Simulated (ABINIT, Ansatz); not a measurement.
# BaZrO3 (Pm-3m): zone-centre phonons

Wanted: the vibrations of BaZrO3 (Pm-3m) at Γ, by two programs.

Program: ABINIT 10.8.3. Level of theory: DFT LDA, scalar-relativistic, plane waves, PseudoDojo norm-conserving pseudopotentials. Results are calculated unless marked as measured.

**Measured values to reproduce.**

“Excitation-Dependent Photoluminescence of BaZrO3:Eu3+ Crystals” (2022, pmc:9457899) reports for BaZrO3, cubic perovskite, by XRD Rietveld refinement (undoped submicron crystals from molten salt synthesis): lattice constant a (a, undoped) 4.1947 ± 0.0002 Å [submicron molten-salt powder; measurement temperature not stated].

For BaZrO3, cubic perovskite (ceramic, earlier study, 300 K), “Broadband dielectric spectroscopy of Ba(Zr,Ti)O3: dynamics of relaxors and diffuse ferroelectrics” (2013, arxiv:1312.3131) quotes earlier work: static dielectric constant (static permittivity) about 36 [polycrystalline ceramic; value quoted from the authors' earlier paper].

“Lattice dynamics and Raman spectrum of BaZrO3 single crystals” (2019, arxiv:1907.02008) quotes from earlier work for BaZrO3, cubic perovskite (polycrystalline, earlier work): infrared mode (TO1 at Gamma, T1u) 116 cm⁻¹ [Literature IR value quoted for comparison; temperature and sample not stated in passage]; infrared mode (TO2 at Gamma, T1u) 214 cm⁻¹ [Literature IR value quoted for comparison; temperature and sample not stated in passage]; infrared mode (TO3 at Gamma, T1u) 520 cm⁻¹ [Literature IR value quoted for comparison; temperature and sample not stated in passage].

This is a report of a sequence of runs, with most program output left out.

## (1) The starting structure

It takes space group Pm-3m (No. 221, cubic). The conventional cell has a = 4.146 Å, b = 4.146 Å, c = 4.146 Å, α = 90.00°, β = 90.00°, γ = 90.00°. Ba has 12 O at 2.93 Å nearest. Zr has 6 O at 2.07 Å nearest. Nearest to O lie 2 Zr at 2.07 Å and 4 Ba at 2.93 Å. Farther neighbours and most contacts between anions are not listed.

## (2) Relaxation

The harmonic expansion needs vanishing forces, and a free crystal bears no stress, so cell and atoms are brought to rest. Stress is more sensitive to the basis than forces are: the last 3 Ha under the cutoff are smoothed with ecutsm, and the cutoff is raised above that of the later runs.

The starting cell comes from a relaxation made beforehand in Ansatz (LDA, PseudoDojo NC).

Input file relax.abi:

```
# relaxation
ionmov 2
optcell 2
dilatmx 1.08
ntime 40
tolmxf 1.0d-05
tolvrs 1.0d-14
prtwf 0
prtden 0
chksymtnons 0

# basis, mesh and filling
ecut 44.0
ecutsm 3.0
ngkpt 6 6 6
nshiftk 1
shiftk 0.0 0.0 0.0
istwfk *1
occopt 1
nband 20
nstep 100
diemac 9.0
prtebands 0
prtgsr 0
useylm 1

# cell and atoms
acell 3*1.0 Angstrom
rprim 
    4.145706805 0.0 0.0
    0.0 4.145706805 0.0
    0.0 0.0 4.145706805
ntypat 3
znucl 56 40 8
natom 5
typat 1 2 3 3 3
xred 
    0.0 0.0 0.0
    0.5 0.5 0.5
    0.0 0.5 0.5
    0.5 0.0 0.5
    0.5 0.5 0.0
pp_dirpath "./pseudo"
pseudos "Ba.upf, Zr.upf, O.upf"
```

Command:

```console
> OMP_NUM_THREADS=1 mpirun -n 4 abinit relax.abi > relax.log
```

Run time: 2 min. Hardware: 4 MPI ranks of Intel Xeon Platinum 8488C (Sapphire Rapids), shared host; 8 min of CPU time.

Little changed from the start: no atom moved by 0.005 Å and no cell edge by 0.1 %.

Numbers from this step:

| Item | Value |
| --- | --- |
| volume per atom | 14.29 Å³ |
| pressure | 9.18e-4 GPa |

The volume changes by +0.3 % from the cell with which this run began.

## (3) Self-consistent run for the response

The response is built on these wavefunctions, so the potential is converged far more tightly than an energy would need.

Input file gs.abi:

```
# ground state
tolvrs 1.0d-16
prtden 1
prtwf 1

# basis, mesh and filling
ecut 36.0
ngkpt 6 6 6
nshiftk 1
shiftk 0.0 0.0 0.0
istwfk *1
occopt 1
nband 20
nstep 100
diemac 9.0
prtebands 0
prtgsr 0
useylm 1

# cell and atoms
acell 3*1.0 Angstrom
rprim 
    4.149690634 0.0 0.0
    0.0 4.149690634 0.0
    0.0 0.0 4.149690634
ntypat 3
znucl 56 40 8
natom 5
typat 1 2 3 3 3
xred 
    0.0 0.0 0.0
    0.5 0.5 0.5
    0.0 0.5 0.5
    0.5 0.0 0.5
    0.5 0.5 0.0
pp_dirpath "./pseudo"
pseudos "Ba.upf, Zr.upf, O.upf"
```

Command:

```console
> OMP_NUM_THREADS=1 mpirun -n 4 abinit gs.abi > gs.log
```

The job ended after 29 s (4 MPI ranks; 1.9 min of CPU time).

Numbers from this step:

| Property | Result |
| --- | --- |
| pressure | -0.7839 GPa |

The cell stands at -0.78 GPa: the relaxation ran with a smoothed and higher cutoff, and the difference is a stress of the finite basis.

## (4) Empty bands

Empty bands on the ground state's density check that the gap assumed so far is there in this cell.

Input file gap.abi:

```
# empty bands on the ground state's density
iscf -2
getden_filepath "gso_DEN"
tolwfr 1.0d-12
nbdbuf 2
prtwf 0

# basis, mesh and filling
ecut 36.0
ngkpt 6 6 6
nshiftk 1
shiftk 0.0 0.0 0.0
istwfk *1
occopt 1
nband 24
nstep 100
diemac 9.0
prtebands 0
prtgsr 0
useylm 1

# cell and atoms
acell 3*1.0 Angstrom
rprim 
    4.149690634 0.0 0.0
    0.0 4.149690634 0.0
    0.0 0.0 4.149690634
ntypat 3
znucl 56 40 8
natom 5
typat 1 2 3 3 3
xred 
    0.0 0.0 0.0
    0.5 0.5 0.5
    0.0 0.5 0.5
    0.5 0.0 0.5
    0.5 0.5 0.0
pp_dirpath "./pseudo"
pseudos "Ba.upf, Zr.upf, O.upf"
```

Command:

```console
> OMP_NUM_THREADS=1 mpirun -n 4 abinit gap.abi > gap.log
```

Wall time 20 s (4 MPI ranks); 76 s of CPU time.

Read from the output:

| Property | Result |
| --- | --- |
| gap on the k-mesh | 3.173 eV |

In this cell the gap on the mesh is 3.2 eV, indirect (smallest direct 3.3 eV), so fixed occupations hold.

## (5) Linear response at Γ

The derivative of the wavefunctions by k comes first, since the response to a field is built on it; then the field and the displacements that symmetry doesn't supply are solved at q = 0.

It reads the wavefunctions written in step 3.

Input file dfpt_gamma.abi:

```
ndtset 2

# common to the responses
getwfk_filepath "gso_WFK"
kptopt 2
nqpt 1
qpt 0.0 0.0 0.0
asr 0
chneut 0

# d/dk
rfelfd1 2
rfdir1 1 1 1
iscf1 -3
tolwfr1 1.0d-20

# displacements, field
rfphon2 1
rfatpol2 1 5
rfdir2 1 1 1
rfelfd2 3
getddk2 1
tolvrs2 1.0d-10
prtwf2 0

# basis, mesh and filling
ecut 36.0
ngkpt 6 6 6
nshiftk 1
shiftk 0.0 0.0 0.0
istwfk *1
occopt 1
nband 20
nstep 100
diemac 9.0
prtebands 0
prtgsr 0
useylm 1

# cell and atoms
acell 3*1.0 Angstrom
rprim 
    4.149690634 0.0 0.0
    0.0 4.149690634 0.0
    0.0 0.0 4.149690634
ntypat 3
znucl 56 40 8
natom 5
typat 1 2 3 3 3
xred 
    0.0 0.0 0.0
    0.5 0.5 0.5
    0.0 0.5 0.5
    0.5 0.0 0.5
    0.5 0.5 0.0
pp_dirpath "./pseudo"
pseudos "Ba.upf, Zr.upf, O.upf"
```

Command:

```console
> OMP_NUM_THREADS=1 mpirun -n 4 abinit dfpt_gamma.abi > dfpt_gamma.log
```

It took 10 min on 4 MPI ranks; 42 min of CPU time.

Read from the output:

- miss of the charge sum rule: 0.01071 e
- largest acoustic frequency at the zone centre before the sum rule: 1.27 cm⁻¹
- highest optical zone-centre mode (no LO-TO term): 524.9 cm⁻¹
- lowest optical zone-centre mode: 97.36 cm⁻¹
- mean high-frequency dielectric constant: 4.902
- largest Born charge in size (third of the trace): 6.114 e

Born charge (rows field, columns displacement), before the sum rule (e), principal values of the symmetric part by kind of site:

| atom | atoms with these values | low | middle | high | mean |
| --- | --- | --- | --- | --- | --- |
| Ba1 | 1 | 2.74 | 2.74 | 2.74 | 2.74 |
| Zr2 | 1 | 6.11 | 6.11 | 6.11 | 6.11 |
| O3 | 3 | -4.81 | -2.03 | -2.03 | -2.95 |

In full for Zr2:

```
6.11 0.00 0.00
0.00 6.11 0.00
0.00 0.00 6.11
```

High-frequency dielectric tensor:

```
4.90 0.00 0.00
0.00 4.90 0.00
0.00 0.00 4.90
```

The acoustic modes at Γ come out as far as 1.3 cm⁻¹ from zero, where they should vanish, a small numerical error; the Born charges miss their sum rule by 0.011 e, which is good.

## (6) Zone-centre analysis

anaddb reads the merged derivatives, imposes the acoustic sum rule and charge neutrality, and adds the LO-TO term along chosen directions.

Input file anaddb.abi:

```
ddb_filepath "gamma_DDB"
output_file "anaddb.abo"
outdata_prefix "anaddb"
asr 1
chneut 1
enunit 2
eivec 1
nph1l 1
qph1l 0.0 0.0 0.0 1.0
dieflag 1
nph2l 3
qph2l 
    1.0 0.0 0.0 0.0
    0.0 0.0 1.0 0.0
    1.0 1.0 1.0 0.0
```

Input file mrgddb.in:

```
gamma_DDB
merged
2
dfpt_gammao_DS2_DDB
gso_DDB
```

Command:

```console
> mrgddb < mrgddb.in > mrgddb.log
> OMP_NUM_THREADS=1 anaddb anaddb.abi > anaddb.log
```

Run time: 1 s. Hardware: 1 thread.

Numbers from this step:

- lowest optical zone-centre mode: 97.33 cm⁻¹
- mean static dielectric constant: 64.45
- highest mode moved by the LO-TO term: 714.0 cm⁻¹

No LO-TO term; unit eigenvectors of the mass-weighted matrix, from anaddb's displacements. The modes at Γ (shares of kinetic energy by element, %):

| mode | frequency (cm⁻¹) | symmetry | Ba % | Zr % | O % |
| --- | --- | --- | --- | --- | --- |
| 1 | 0.0 | acoustic | 50 | 33 | 17 |
| 2 | 0.0 | acoustic | 50 | 33 | 17 |
| 3 | 0.0 | acoustic | 50 | 33 | 17 |
| 4 | 97.3 | T1u | 42 | 9 | 49 |
| 5 | 97.3 | T1u | 42 | 9 | 49 |
| 6 | 97.3 | T1u | 42 | 9 | 49 |
| 7 | 173.0 | T2u | 0 | 0 | 100 |
| 8 | 173.0 | T2u | 0 | 0 | 100 |
| 9 | 173.0 | T2u | 0 | 0 | 100 |
| 10 | 194.1 | T1u | 8 | 56 | 36 |
| 11 | 194.1 | T1u | 8 | 56 | 36 |
| 12 | 194.1 | T1u | 8 | 56 | 36 |
| 13 | 524.9 | T1u | 0 | 2 | 97 |
| 14 | 524.9 | T1u | 0 | 2 | 97 |
| 15 | 524.9 | T1u | 0 | 2 | 97 |

Displacements in mode 5 (97.3 cm⁻¹), the largest set to 1:
```
Ba1  0.00  0.48  0.00
Zr2  0.00 -0.27  0.00
O3   0.00 -1.00  0.00
O4   0.00 -0.58  0.00
O5   0.00 -1.00  0.00
```

Displacements in mode 14 (524.9 cm⁻¹), the largest set to 1:
```
Ba1  0.00 -0.01  0.00
Zr2  0.00 -0.07  0.00
O3   0.00 -0.26  0.00
O4   0.00  1.00  0.00
O5   0.00 -0.26  0.00
```

Trace of the oscillator strength, degenerate modes summed. Lines of the infrared spectrum (strongest = 100):

| position (cm⁻¹) | lines merged | IR intensity, relative |
| --- | --- | --- |
| 97 | 3 | 58 |
| 173 | 3 | 0.0 |
| 194 | 3 | 94 |
| 525 | 3 | 100 |

Static dielectric tensor (ions relaxed, fixed cell):

```
64.45  0.00  0.00
 0.00 64.45  0.00
 0.00  0.00 64.45
```

The rule moves no optical mode by more than 0.1 cm⁻¹.

## (7) Cross-check with Ansatz

The same cell goes through another code at the same cutoff. The files are of one family, but Ansatz's library holds files of its own making for some heavy elements, so those for Ba may differ.

This step: DFT LDA, scalar-relativistic, plane waves, norm-conserving pseudopotentials of its library (PseudoDojo's, some remade) (Ansatz 0.2.0).

Input file input.yaml:

```yaml
crystal:
  lattice:
    - [4.1496906345, 0.0, 0.0]
    - [0.0, 4.1496906345, 0.0]
    - [0.0, 0.0, 4.1496906345]
  atoms:
    - { symbol: Ba, position: [0.0, 0.0, 0.0] }
    - { symbol: Zr, position: [0.5, 0.5, 0.5] }
    - { symbol: O, position: [0.0, 0.5, 0.5] }
    - { symbol: O, position: [0.5, 0.0, 0.5] }
    - { symbol: O, position: [0.5, 0.5, 0.0] }
kpoints:
  mp_grid: { grid: [6, 6, 6] }
hamiltonian:
  xc: lda
  pseudopotentials: { kind: nc, accuracy: standard }
scf:
  occupations: { method: fixed }
output:
  eigenvalues: true
basis:
  ecutwfc: 979.61
phonons:
  method: dfpt
  dielectric: true
  rigid_motions: translations
```

Command:

```console
> ansatz run input.yaml --threads 4 --pin off --max-ram 16384MiB --backend cpu --events-out ev --progress --plain --runs-dir out
```

Run time: 58 s. Hardware: 4 threads; peak memory 2.2 GiB; 3.7 min of CPU time.

Numbers from this step:

```
gap on the k-mesh                                : 3.201 eV
sum-rule residual before enforcement             : 5.43e-4 eV/Å²
miss of the charge sum rule                      : 0.008705 e
estimated error of the dielectric tensor         : 0.01580
estimated error of the Born charges              : 0.03228 e
lowest optical zone-centre mode                  : 88.84 cm⁻¹
mean high-frequency dielectric constant          : 4.894
largest Born charge in size (third of the trace) : 6.100 e
mean static dielectric constant                  : 74.41
highest mode moved by the LO-TO term             : 713.2 cm⁻¹
```

Transverse modes. Infrared lines, with heights relative to the strongest:

| position (cm⁻¹) | label | IR intensity ((D/Å)²/amu), degenerate modes summed, relative |
| --- | --- | --- |
| 89 | T1u | 61 |
| 168 | T2u | 0.0 |
| 193 | T1u | 91 |
| 525 | T1u | 100 |

## (8) Side by side: ABINIT PseudoDojo and Ansatz, library NC

Worked out from the results:

```
root-mean-square difference : 5.03 cm⁻¹
largest difference          : 8.5 cm⁻¹
```

Optical modes, paired by symmetry label. Frequencies side by side, by row:

| q (reciprocal lattice) | mode | ABINIT PseudoDojo (cm⁻¹) | Ansatz, library NC (cm⁻¹) |
| --- | --- | --- | --- |
| 0 0 0 | 4 | 97.3 | 88.8 |
| 0 0 0 | 5 | 97.3 | 88.8 |
| 0 0 0 | 6 | 97.3 | 88.8 |
| 0 0 0 | 7 | 173 | 167.7 |
| 0 0 0 | 8 | 173 | 167.7 |
| 0 0 0 | 9 | 173 | 167.7 |
| 0 0 0 | 10 | 194.1 | 193.2 |
| 0 0 0 | 11 | 194.1 | 193.2 |
| 0 0 0 | 12 | 194.1 | 193.2 |
| 0 0 0 | 13 | 524.9 | 524.9 |
| 0 0 0 | 14 | 524.9 | 524.9 |
| 0 0 0 | 15 | 524.9 | 524.9 |

The two runs side by side. Further quantities:

| quantity | ABINIT PseudoDojo | Ansatz, library NC |
| --- | --- | --- |
| mean ε∞ | 4.902 | 4.894 |
| largest Born charge in size (e; the first before, the second after the charge sum rule) | 6.114 | 6.1 |
| summed IR intensity ((D/Å)²/amu) | 167.5 | 166.6 |

At the zone centre the largest difference (acoustic modes at Γ apart) is 2 % of the highest mode, but 9 % of the mode at 97 cm⁻¹ on which it sits.

## (9) What came out

```yaml
space_group_after_relaxation: Pm-3m
volume_per_atom: 14.3 Å³
highest_optical_zone_centre_mode_no_lo_to_term: 524.9 cm⁻¹
lowest_optical_zone_centre_mode: 97.3 cm⁻¹
highest_mode_moved_by_the_lo_to_term: 714.0 cm⁻¹
mean_high_frequency_dielectric_constant: 4.90
largest_born_charge_in_size_third_of_the_trace: 6.11 e
mean_static_dielectric_constant: 64.4
imaginary_optical_modes_at_the_zone_centre_no_q_mesh_in_this_session: none
largest_difference_from_ansatz_library_nc: 8.5 cm⁻¹
```

At the LDA level the optical modes of BaZrO3 (Pm-3m) at the zone centre (no LO-TO term) run from 97 to 525 cm⁻¹. The base run prints -0.78 GPa, mostly the error of a finite basis; the relaxation, with a smoothed and higher cutoff, had brought the cell to rest. Along the directions run, the highest mode that the macroscopic field moves lies at 714 cm⁻¹. Lattice motion raises the mean dielectric constant from 4.902 to 64.45. ABINIT PseudoDojo and Ansatz, library NC differ by 5.0 cm⁻¹ in the root mean square and by 8.5 cm⁻¹ at most, 1.6 % of the highest mode compared (acoustic modes at Γ left out); the two use different potentials, and the cell was not relaxed for the second set. These are harmonic frequencies at zero temperature: anharmonic shifts and linewidths and thermal expansion are left out. Spin-orbit coupling is left out, which can matter for the heavy elements here. The published file for Ba has no f projectors, which tends to make oxide cells too large. Ansatz warns that the cutoff lies 14 % under the one recommended for these files; agreement at one cutoff is not convergence. The total energies of the two programs lie far apart, so at least one potential file in Ansatz's library differs from the published one read by the first program.

Calculation against experiment:

```
                                       quantity  measured  LDA PseudoDojo norm-conserving, ABINIT  LDA norm-conserving PseudoDojo
                         lattice constant a (Å)    4.1947                          4.150 (-1.1 %)                               -
static dielectric constant (mean of the tensor)        36                         64.45 (+79.0 %)                74.41 (+106.7 %)
        infrared mode, TO1 at Gamma, T1u (cm⁻¹)       116                            97 (-16.1 %)                    89 (-23.4 %)
        infrared mode, TO2 at Gamma, T1u (cm⁻¹)       214                            194 (-9.3 %)                    193 (-9.7 %)
        infrared mode, TO3 at Gamma, T1u (cm⁻¹)       520                            525 (+0.9 %)                    525 (+0.9 %)
```

Measured values from pmc:9457899 (2022), arxiv:1312.3131 (2013) and arxiv:1907.02008 (2019).

How well it matches: Measured modes were matched to the nearest mode of that symmetry; at LDA PseudoDojo norm-conserving, ABINIT, 3 of them have a partner, and the computed frequencies miss them by 8.8 % on average (mean signed -8.2 %), which is a clear miss. The lattice constant a is off by -1.1 %: fair agreement. The static dielectric constant is off by +79.0 % at LDA PseudoDojo norm-conserving, ABINIT. The grades are ours: good and fair within 0.7 and 1.5 % for the lattice constant a, 10 and 25 % for the static dielectric constant and 3 and 7 % for the infrared mode. Zero-point motion and thermal expansion (measured at up to 300 K) are not in the computed lattice constants, static dielectric constant and infrared mode.

[Host names and launcher messages were left out of these logs when they were recorded.]

[Logs are printed without paths, hosts, clocks, repeated set-up lines and the standing remarks that a program may print on its own settings, such as how far it seeks lower states.]

[Hosts, paths, dates, database ids (printed as entryN), source tags and the programs' standing remarks are cut or masked in the printed files.]
